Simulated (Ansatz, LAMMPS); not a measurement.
# Static equation of state of glassy 63SiO2-14B2O3-11Na2O-11CaO (mol %) (111 atoms)

Density of this cell: 2.45 g/cm³. The cell holds 111 atoms: 22 Si, 10 B, 8 Na, 4 Ca and 67 O. Its edges and angles: a = 11.341 Å, b = 11.284 Å, c = 11.329 Å, α = 88.4°, β = 89.0°, γ = 90.4°. The starting structure: 111 atoms (22 Si, 10 B, 8 Na, 4 Ca, 67 O) placed at random at 2.33 g/cm³, melted at 3000 K for 20 ps at fixed volume with the Buckingham and Coulomb pair potential of Guillot and Sator (Geochim. Cosmochim. Acta 71, 1249 (2007)) with the boron terms of Wang et al. (J. Non-Cryst. Solids 498, 294 (2018)). Quenched from 3000 K to 300 K at 300 K/ps and fixed volume, held 10 ps at zero pressure.

Calculated with Ansatz 0.2.0: Kohn-Sham DFT, PBE, PAW (set soft_2), plane waves; cutoff 420 eV, Γ point, fixed occupations. Cell and atoms were relaxed first, to V0 = 13.054 Å³ an atom at a residual P0 = -0.016 GPa. The cell was then scaled evenly, and the atoms were relaxed at each volume.

```
volume (Å³/atom)  pressure (GPa)
          11.749               ?
          12.271           2.822
          12.663           1.423
          13.446          -1.325
          13.838          -2.582
```

**Question.** Fit the third-order Birch–Murnaghan equation to the rows given and extrapolate to the withheld row.

**Working.**

Take the Eulerian strain f = ½[(V0/V)^(2/3) − 1] and the normalised pressure F = (P − P0) / [3f(1 + 2f)^(5/2)]. The third-order Birch–Murnaghan equation is then the line F = B0 + (3/2)B0(B′ − 4) f, so u = f and v = F.

```
      u = f  v = F (GPa)
  0.0210562      40.5151
  0.0102570      44.4238
-0.00975639      46.9822
 -0.0190508      49.4798
```

With n = 4: mean u = 6.2649e-4, mean v = 45.3502, Σ(u − ū)² = 0.0010051, Σ(u − ū)(v − v̄) = -0.20591. Slope b = -0.20591 / 0.0010051 = -204.86; intercept a = v̄ − b ū = 45.479.

So B0 = a = 45.5 GPa and B′ = 4 + 2b/(3a) = 0.997. At the withheld volume f = 0.03638, F = a + b f = 38.03 GPa, and P = P0 + 3f(1 + 2f)^(5/2) F.

Prediction at 11.749: 4.932 GPa. The run gave 5.156 GPa, so the fit is low by 0.22 GPa (4.4 % of the value).

The series isn't one smooth equation of state: even a line fitted to all rows, the withheld one included, misses F by up to 3.3 %, the count of bonds changes along the series and an atom moves over 0.5 Å in some relaxation. B0 and B′ are then only the numbers of this fit, not moduli of the material. Among the rows given, the largest miss of the fit is at 12.271, by 0.046 GPa (0.59 % of the range of the table).

Limits: Static cells at zero temperature; the cell shape is held. The program notes that the SCF threshold of these relaxations is loose for the stress. The quench rate of 300 K/ps is many orders above laboratory rates, so the cell is likely richer in defects and strain than a real sample. The network of bonds at the start is that of the classical potential that made the cell, and needn't be the one that DFT or experiment would give. Only the Γ point is sampled, in a cell whose shortest periodic width is 11 Å.

[Logs are printed without paths, hosts, clocks, repeated set-up lines and the standing remarks that a program may print on its own settings, such as how far it seeks lower states.]

[Hosts, paths, dates, database ids (printed as entryN), source tags and the programs' standing remarks are cut or masked in the printed files.]
